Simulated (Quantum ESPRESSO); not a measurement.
# Magnetic state of NiO from several starts, part 2 of 2

Does NiO prefer parallel or opposed moments?

Quantum ESPRESSO 7.5; LDA with U = 6 eV on Ni d (ortho-atomic projectors); plane waves with GBRV 1.5 LDA potentials, no spin-orbit coupling.

So far, absolute magnetization (μB): step 2 (run 1 (ferro +)) 2.01.

### 3. Run 2 (antiferro q=(0,1/2,1/2) +−)

This order needs a doubled cell of 4 atoms. The wavevector q is in fractions of the reciprocal vectors of the crystal's primitive cell, as the cells of these inputs are built from it; moments change sign between cells as cos(2π q·R).

Input file pw.in:

```
&CONTROL
  calculation = 'scf'
  prefix = 'pwscf'
  outdir = './tmp'
  pseudo_dir = './pseudo'
  disk_io = 'nowf'
/
&SYSTEM
  ibrav = 0
  celldm(1) = 8
  nat = 4
  ntyp = 3
  ecutwfc = 40
  ecutrho = 280
  nbnd = 33
  occupations = 'smearing'
  smearing = 'fd'
  degauss = 0.00367493
  nspin = 2
  starting_magnetization(1) = 0.1111
  starting_magnetization(2) = -0.1111
  starting_magnetization(3) = 0
/
&ELECTRONS
  conv_thr = 8d-09
  electron_maxstep = 150
  mixing_beta = 0.3
/
ATOMIC_SPECIES
Ni1    58.6934 ni_lda_v1.4.uspp.F.UPF
Ni2    58.6934 ni_lda_v1.4.uspp.F.UPF
O      15.9990 o_lda_v1.2.uspp.F.UPF
CELL_PARAMETERS alat
   0.0000000000000    0.4927228531442    0.4927228531442
   0.9854457062883    0.0000000000000    0.9854457062883
   0.9854457062883    0.4927228531442    0.4927228531442
ATOMIC_POSITIONS crystal
Ni1     0.0000000000    0.0000000000    0.0000000000
Ni2     0.0000000000    0.5000000000    0.0000000000
O       0.5000000000    0.0000000000    0.5000000000
O       0.5000000000    0.5000000000    0.5000000000
K_POINTS automatic
8 4 8 0 0 0
HUBBARD {ortho-atomic}
U Ni1-3d 6.0000
U Ni2-3d 6.0000
```

The run is started by

```
OMP_NUM_THREADS=1 mpirun -n 4 pw.x -nk 4 -in pw.in > pw.out
```

What it wrote:

```text
[banner, memory and clock lines left out]
Program PWSCF v.7.5 starts

     Message from routine setup:
     using ibrav=0 with symmetry is DISCOURAGED, use correct ibrav instead

     bravais-lattice index     =            0
     lattice parameter (alat)  =       8.0000  a.u.
     unit-cell volume          =     244.9842 (a.u.)^3
     number of atoms/cell      =            4
     number of atomic types    =            3
     number of electrons       =        48.00
     number of Kohn-Sham states=           33
     kinetic-energy cutoff     =      40.0000  Ry
     charge density cutoff     =     280.0000  Ry
     scf convergence threshold =      8.0E-09
     mixing beta               =       0.3000
     number of iterations used =            8  plain     mixing
     Exchange-correlation= SLA  PZ   NOGX NOGC
                           (   1   1   0   0   0   0   0)
     Hubbard projectors: ortho-atomic
     Hubbard parameters of DFT+U (Dudarev formulation) in eV:
     U(Ni1-3d) =  6.0000
     U(Ni2-3d) =  6.0000

     Internal variables: lda_plus_u =T, lda_plus_u_kind = 0

     Internal variables: orbital_resolved =F, hub_pot_fix =F, apply_U = F

     celldm(1)=   8.000000  celldm(2)=   0.000000  celldm(3)=   0.000000
     celldm(4)=   0.000000  celldm(5)=   0.000000  celldm(6)=   0.000000

     crystal axes: (cart. coord. in units of alat)
               a(1) = (   0.000000   0.492723   0.492723 )
               a(2) = (   0.985446   0.000000   0.985446 )
               a(3) = (   0.985446   0.492723   0.492723 )

     reciprocal axes: (cart. coord. in units 2 pi/alat)
               b(1) = ( -1.014769  1.014769  1.014769 )
               b(2) = ( -0.000000 -1.014769  1.014769 )
               b(3) = (  1.014769  1.014769 -1.014769 )

     PseudoPot. # 1 for Ni read from file:
     ni_lda_v1.4.uspp.F.UPF
     Pseudo is Ultrasoft + core correction, Zval = 18.0

     PseudoPot. # 2 for Ni read from file:
     ni_lda_v1.4.uspp.F.UPF
     Pseudo is Ultrasoft + core correction, Zval = 18.0

     PseudoPot. # 3 for O  read from file:
     o_lda_v1.2.uspp.F.UPF
     Pseudo is Ultrasoft + core correction, Zval =  6.0

     atomic species   valence    mass     pseudopotential
     Ni1              18.00    58.69340     Ni( 1.00)
     Ni2              18.00    58.69340     Ni( 1.00)
     O                 6.00    15.99900     O ( 1.00)

     Starting magnetic structure
     atomic species   magnetization
     Ni1             0.111
     Ni2            -0.111
     O               0.000

     16 Sym. Ops., with inversion, found

   Cartesian axes

     site n.     atom                  positions (alat units)
         1        Ni1    tau(   1) = (   0.0000000   0.0000000   0.0000000  )
         2        Ni2    tau(   2) = (   0.4927229   0.0000000   0.4927229  )
         3        O      tau(   3) = (   0.4927229   0.4927229   0.4927229  )
         4        O      tau(   4) = (   0.9854457   0.4927229   0.9854457  )

     number of k points=    39  Fermi-Dirac smearing, width (Ry)=  0.0037
                       cart. coord. in units 2pi/alat
        k(    1) = (   0.0000000   0.0000000   0.0000000), wk =   0.0039062
        k(    2) = (   0.1268462   0.1268462  -0.1268462), wk =   0.0312500
        k(    3) = (   0.2536923   0.2536923  -0.2536923), wk =   0.0312500
        k(    4) = (   0.3805385   0.3805385  -0.3805385), wk =   0.0312500
        k(    5) = (  -0.5073846  -0.5073846   0.5073846), wk =   0.0078125
        [... 34 further k-points ...]

     Dense  grid:    19361 G-vectors     FFT dimensions: (  30,  60,  54)

     Smooth grid:     8463 G-vectors     FFT dimensions: (  24,  45,  40)

     Check: negative core charge=   -0.000015
     Generating pointlists ...
     new r_m :   0.2032 (alat units)  1.6260 (a.u.) for type    1
     new r_m :   0.2032 (alat units)  1.6260 (a.u.) for type    2
     new r_m :   0.2032 (alat units)  1.6260 (a.u.) for type    3

     Initial potential from superposition of free atoms

     starting charge      44.0000, renormalised to      48.0000

     STARTING HUBBARD OCCUPATIONS:

     =================== HUBBARD OCCUPATIONS ===================
     ------------------------ ATOM    1 ------------------------
     Tr[ns(  1)] (up, down, total) =   5.00000  3.00000  8.00000
     Atomic magnetic moment for atom   1 =   2.00000
     [... lines left out ...]
     ------------------------ ATOM    2 ------------------------
     Tr[ns(  2)] (up, down, total) =   3.00000  5.00000  8.00000
     Atomic magnetic moment for atom   2 =  -2.00000
     [... lines left out ...]
     Number of occupied Hubbard levels =   16.0000

     Atomic wfc used for Hubbard projectors are orthogonalized

     Starting wfcs are   34 randomized atomic wfcs

     Self-consistent Calculation

     iteration #  1     ecut=    40.00 Ry     beta= 0.30
     Davidson diagonalization with overlap
     ethr =  1.00E-02,  avg # of iterations =  3.7

     =================== HUBBARD OCCUPATIONS ===================
     ------------------------ ATOM    1 ------------------------
     Tr[ns(  1)] (up, down, total) =   3.14249  0.86833  4.01082
     Atomic magnetic moment for atom   1 =   2.27416
     [... lines left out ...]
     ------------------------ ATOM    2 ------------------------
     Tr[ns(  2)] (up, down, total) =   0.86863  3.14341  4.01204
     Atomic magnetic moment for atom   2 =  -2.27479
     [... lines left out ...]
     Number of occupied Hubbard levels =    8.0229

     total energy              =    -734.50668354 Ry
     estimated scf accuracy    <      55.97171375 Ry

     total magnetization       =    -0.00 Bohr mag/cell
     absolute magnetization    =     4.91 Bohr mag/cell

     iteration #  2     ecut=    40.00 Ry     beta= 0.30
     Davidson diagonalization with overlap
     ethr =  1.00E-02,  avg # of iterations =  3.0

     total energy              =    -747.43931219 Ry
     estimated scf accuracy    <      22.52625382 Ry

     total magnetization       =    -0.00 Bohr mag/cell
     absolute magnetization    =     0.27 Bohr mag/cell

     [... further iterations left out ...]

     iteration # 11     ecut=    40.00 Ry     beta= 0.30
     Davidson diagonalization with overlap
     ethr =  6.24E-10,  avg # of iterations =  1.1

     total energy              =    -750.60358745 Ry
     estimated scf accuracy    <       0.00000006 Ry

     total magnetization       =    -0.00 Bohr mag/cell
     absolute magnetization    =     3.79 Bohr mag/cell

     iteration # 12     ecut=    40.00 Ry     beta= 0.30
     Davidson diagonalization with overlap
     ethr =  1.21E-10,  avg # of iterations =  2.0

     Magnetic moment per site  (integrated on atomic sphere of radius R)
     atom   1 (R=0.203)  charge= 15.6125  magn=  1.7109
     atom   2 (R=0.203)  charge= 15.6125  magn= -1.7109
     atom   3 (R=0.203)  charge=  5.6968  magn= -0.0819
     atom   4 (R=0.203)  charge=  5.6968  magn=  0.0819

     End of self-consistent calculation

     =================== HUBBARD OCCUPATIONS ===================
     ------------------------ ATOM    1 ------------------------
     Tr[ns(  1)] (up, down, total) =   4.97325  3.24589  8.21914
     Atomic magnetic moment for atom   1 =   1.72736
     [... lines left out ...]
     ------------------------ ATOM    2 ------------------------
     Tr[ns(  2)] (up, down, total) =   3.24590  4.97325  8.21915
     Atomic magnetic moment for atom   2 =  -1.72735
     [... lines left out ...]
     Number of occupied Hubbard levels =   16.4383

     [... lines left out ...]
     the Fermi energy is    14.2415 ev

!    total energy              =    -750.60358773 Ry
     estimated scf accuracy    <          2.0E-09 Ry
     smearing contrib. (-TS)   =      -0.00000000 Ry
     internal energy E=F+TS    =    -750.60358773 Ry

     The total energy is F=E-TS. E is the sum of the following terms:
     one-electron contribution =    -432.38653900 Ry
     hartree contribution      =     244.63607620 Ry
     xc contribution           =     -84.53826507 Ry
     ewald contribution        =    -478.44661501 Ry
     Hubbard energy            =       0.13175516 Ry

     total magnetization       =     0.00 Bohr mag/cell
     absolute magnetization    =     3.79 Bohr mag/cell

     convergence has been achieved in  12 iterations
```

Run time: 20 s. Hardware: 4 MPI ranks of Arm Neoverse V2, shared host; peak memory 0.37 GiB.

Spin moment in the atom's sphere by atom:

```csv
atom,spin moment in the atom's sphere (μB)
Ni1,1.71
Ni2,-1.71
O3,-0.08
O4,0.08
```

This step gave:

| Quantity | Value |
| --- | --- |
| smearing term TS | 6.15e-9 eV |
| magnetization | 0 μB |
| absolute magnetization | 3.791 μB |
| final state | antiferromagnetic |

Spin density in the ac plane of the conventional cell at fractional y = 0.000, with atoms of Ni and O within 0.2 Å of it.

Values in e/Å³, 14 rows by 14 columns, each cell a mean:
```
 4.5  1.7  0.4  0.1  0.0  0.0  0.0 -0.2  0.0  0.0  0.0  0.2  0.8  2.7
 1.7  0.4  0.1  0.0  0.0  0.0  0.0 -0.1  0.0  0.0  0.0  0.0  0.1  0.9
 0.3  0.1  0.0  0.0  0.0  0.0  0.0  0.0  0.0  0.0  0.0  0.0  0.0  0.2
 0.0  0.0  0.0  0.0  0.0  0.0 -0.1 -0.1  0.0  0.0  0.0  0.0  0.0  0.0
 0.0  0.0  0.0  0.0  0.0 -0.1 -0.4 -0.8 -0.2  0.0  0.0  0.0  0.0  0.0
 0.2  0.0  0.0  0.0 -0.1 -0.4 -1.5 -3.5 -0.7 -0.2  0.0  0.0  0.0  0.1
 0.1 -0.1  0.0  0.0 -0.3 -1.7 -4.6 -5.4 -3.5 -0.7 -0.1  0.0 -0.1 -0.1
 0.2  0.0  0.0  0.0 -0.2 -0.8 -2.7 -4.5 -1.7 -0.4 -0.1  0.0  0.0  0.0
 0.1  0.0  0.0  0.0  0.0 -0.1 -0.9 -1.7 -0.4 -0.1  0.0  0.0  0.0  0.0
 0.0  0.0  0.0  0.0  0.0  0.0 -0.2 -0.3 -0.1  0.0  0.0  0.0  0.0  0.0
 0.1  0.0  0.0  0.0  0.0  0.0  0.0  0.0  0.0  0.0  0.0  0.0  0.0  0.1
 0.8  0.2  0.0  0.0  0.0  0.0  0.0  0.0  0.0  0.0  0.0  0.0  0.1  0.4
 3.5  0.7  0.2  0.0  0.0  0.0 -0.1 -0.2  0.0  0.0  0.0  0.1  0.4  1.5
 5.4  3.5  0.7  0.1  0.0  0.1  0.1 -0.1  0.1  0.0  0.0  0.3  1.7  4.6
```
Columns run along a (4.2 Å), rows up along c (4.2 Å), edges of the conventional cell, whose origin can differ from the input's. Atoms in or near the plane, at fractional coordinates: Ni at (0.00, 0.00), Ni at (0.50, 0.50), O at (0.50, 0.00), O at (0.00, 0.50).

Valence density in the ac plane of the conventional cell at fractional y = 0.000, with atoms of Ni and O within 0.2 Å of it. It is the smooth field of the valence electrons, not physical close to the nuclei.

Ten steps, logarithmic in the rise over the least value, from '_' (0 e/Å³) to '@' (39 e/Å³), each cell a mean:
```
@@##--....--++**++::....++@@
**==::__..::--==--..__..--++
::..______....::..______....
....________......________..
--::..____::--==--..____..::
++==::....==##%%**--....--++
**++--..::**@@@@%%==..::==**
**++::....++@@@@##--....--++
==--..__..--++**==::__..::--
::..______....::..______....
....________......________..
==--..____..::--::..____::--
%%**--....--++++==::....==##
@@%%==..::==****++--..::**@@
```
Columns run along a (4.2 Å), rows up along c (4.2 Å), edges of the conventional cell, whose origin can differ from the input's. Atoms in or near the plane, at fractional coordinates: Ni at (0.00, 0.00), Ni at (0.50, 0.50), O at (0.50, 0.00), O at (0.00, 0.50).

### 4. Run 3 (antiferro q=(0,0,1/2) +−)

The cell is doubled to 4 atoms to hold this order.

Changes to pw.in since step 3:

```diff
@@ -34,11 +34,11 @@
    0.0000000000000    0.4927228531442    0.4927228531442
-   0.9854457062883    0.0000000000000    0.9854457062883
-   0.9854457062883    0.4927228531442    0.4927228531442
+   0.4927228531442    0.0000000000000    0.4927228531442
+   0.9854457062883    0.9854457062883    0.0000000000000
 ATOMIC_POSITIONS crystal
 Ni1     0.0000000000    0.0000000000    0.0000000000
-Ni2     0.0000000000    0.5000000000    0.0000000000
-O       0.5000000000    0.0000000000    0.5000000000
-O       0.5000000000    0.5000000000    0.5000000000
+Ni2     0.0000000000    0.0000000000    0.5000000000
+O       0.5000000000    0.5000000000    0.2500000000
+O       0.5000000000    0.5000000000    0.7500000000
 K_POINTS automatic
-8 4 8 0 0 0
+8 8 4 0 0 0
 HUBBARD {ortho-atomic}
```

What it wrote:

```text
     [... lines left out ...]
Program PWSCF v.7.5 starts
     [... lines left out ...]
     number of atoms/cell      =            4
     [... lines left out ...]
     number of electrons       =        48.00
     number of Kohn-Sham states=           33
     kinetic-energy cutoff     =      40.0000  Ry
     charge density cutoff     =     280.0000  Ry
     scf convergence threshold =      8.0E-09
     [... lines left out ...]
     12 Sym. Ops., with inversion, found
     [... lines left out ...]
     number of k points=    35  Fermi-Dirac smearing, width (Ry)=  0.0037
     [... lines left out ...]
     iteration # 15     ecut=    40.00 Ry     beta= 0.30
     [... lines left out ...]
     Magnetic moment per site  (integrated on atomic sphere of radius R)
     atom   1 (R=0.203)  charge= 15.6327  magn=  1.6315
     atom   2 (R=0.203)  charge= 15.6327  magn= -1.6315
     atom   3 (R=0.203)  charge=  5.6814  magn=  0.0000
     atom   4 (R=0.203)  charge=  5.6814  magn=  0.0000
     [... lines left out ...]
     Tr[ns(  1)] (up, down, total) =   4.96300  3.30128  8.26428
     [... lines left out ...]
     Tr[ns(  2)] (up, down, total) =   3.30128  4.96300  8.26428
     [... lines left out ...]
     the Fermi energy is    13.8308 ev
!    total energy              =    -750.62484047 Ry
     estimated scf accuracy    <          5.5E-10 Ry
     smearing contrib. (-TS)   =      -0.00000000 Ry
     [... lines left out ...]
     total magnetization       =    -0.00 Bohr mag/cell
     absolute magnetization    =     3.52 Bohr mag/cell
     convergence has been achieved in  15 iterations
```

Run time: 16 s. Hardware: 4 MPI ranks; peak memory 0.35 GiB.

Spin moment in the atom's sphere by atom:

```csv
atom,spin moment in the atom's sphere (μB)
Ni1,1.63
Ni2,-1.63
O3,0.00
O4,0.00
```

This step gave:

* smearing term TS: 2.22e-13 eV
* magnetization: 0 μB
* absolute magnetization: 3.522 μB
* final state: antiferromagnetic

### 5. The states side by side

An order is kept where moments of 0.15 μB or more survive with the typed signs; meshes match where a doubled cell samples the same k points as the first cell.

Orders:

```csv
start,final state,typed order kept,energy over the lowest (meV a seeded atom),largest site moment (μB),net moment (μB a cell of the first run),mesh matched,CPU time (s)
ferro +,ferromagnetic,yes,126.9,1.699,2,yes,15.6
"antiferro q=(0,1/2,1/2) +-",antiferromagnetic,yes,144.6,1.711,0,yes,79.6
"antiferro q=(0,0,1/2) +-",antiferromagnetic,yes,0,1.632,0,yes,63.58
```

### 6. Couplings from the energies

E = −Σ J e·e over ordered pairs of unit vectors, so each pair counts twice. As many shells are taken as there are differences of energy, so the couplings are solved for and no residual tests the model; further shells are folded in, and shells whose pairs keep their relative signs in all orders cancel and are not probed. Couplings from the energies:

```csv
pair,distance (Å),neighbours an atom,J (meV)
Ni-Ni,2.95,12,1.105
Ni-Ni,4.172,6,-11.68
```

### 7. Occupations of the corrected shells in the lowest state

Occupations of the Hubbard shells:

```csv
block,type,shell,spin,electrons,occupation numbers
1,Ni1,3d,up,4.963,0.992 0.992 0.993 0.993 0.993
1,Ni1,3d,down,3.301,0.168 0.168 0.988 0.988 0.988
2,Ni2,3d,up,3.301,0.168 0.168 0.988 0.988 0.988
2,Ni2,3d,down,4.963,0.992 0.992 0.993 0.993 0.993
```

### 8. Summary of results

```
lowest state found                                                     : antiferromagnetic (from antiferro q=(0,0,1/2) +-)
largest site moment                                                    : 1.63 μB
next state with moments                                                : ferromagnetic, 127 meV a seeded atom higher
J of the weightiest shell (Ni-Ni, 4.17 Å; E = −Σ J e·e, ordered pairs) : -11.7 meV
```

What this shows: The largest moment changes by 4.6 % between the kept orders, as for well localised moments. This is the lowest of 3 collinear or spinless starts, no proof of the ground state.

[Logs and program files are shortened in this print: banners, set-up blocks, solver, clock and traceback lines can be left out without a mark of their own.]

[Logs are printed without paths, hosts, clocks, repeated set-up lines and the standing remarks that a program may print on its own settings, such as how far it seeks lower states.]

[Hosts, paths, dates, database ids (printed as entryN), source tags and the programs' standing remarks are cut or masked in the printed files.]

[Where a cell is said to come from a database of computed structures, the database is the Materials Project.]
